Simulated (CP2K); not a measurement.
The C K edge of isobutane was computed by TDDFT (CP2K XAS_TDP, aug-cc-pVDZ, TDA) at these levels: PBE0, PBEh(45%) and PBEh(45%) + GW2X. The first three lines of C1 (bonded to C and 3 H) with a strength over 0.0015, energy in eV and strength:

| run | first | second | third |
| --- | --- | --- | --- |
| 1 | 276.89 (0.003) | 277.53 (0.004) | 277.65 (0.005) |
| 2 | 289.71 (0.006) | 290.43 (0.015) | 290.51 (0.018) |
| 3 | 283.44 (0.006) | 284.15 (0.015) | 284.24 (0.018) |

Which run is which?

Run 1: PBE0 (25 % exact exchange). Run 2: PBEh(45%) + GW2X (45 % exact exchange). Run 3: PBEh(45%) (45 % exact exchange). Self-interaction lifts the core level, so the uncorrected lines rise with the share of exact exchange. The GW2X run keeps the spacings of its parent: 0.72 eV between the first two lines in run 2, 0.71 eV in run 3. Its shift is +6.27 eV, since the Kohn–Sham level at this share of exchange lies that far above the quasiparticle level.

[Hosts, paths, dates, database ids (printed as entryN), source tags and the programs' standing remarks are cut or masked in the printed files.]
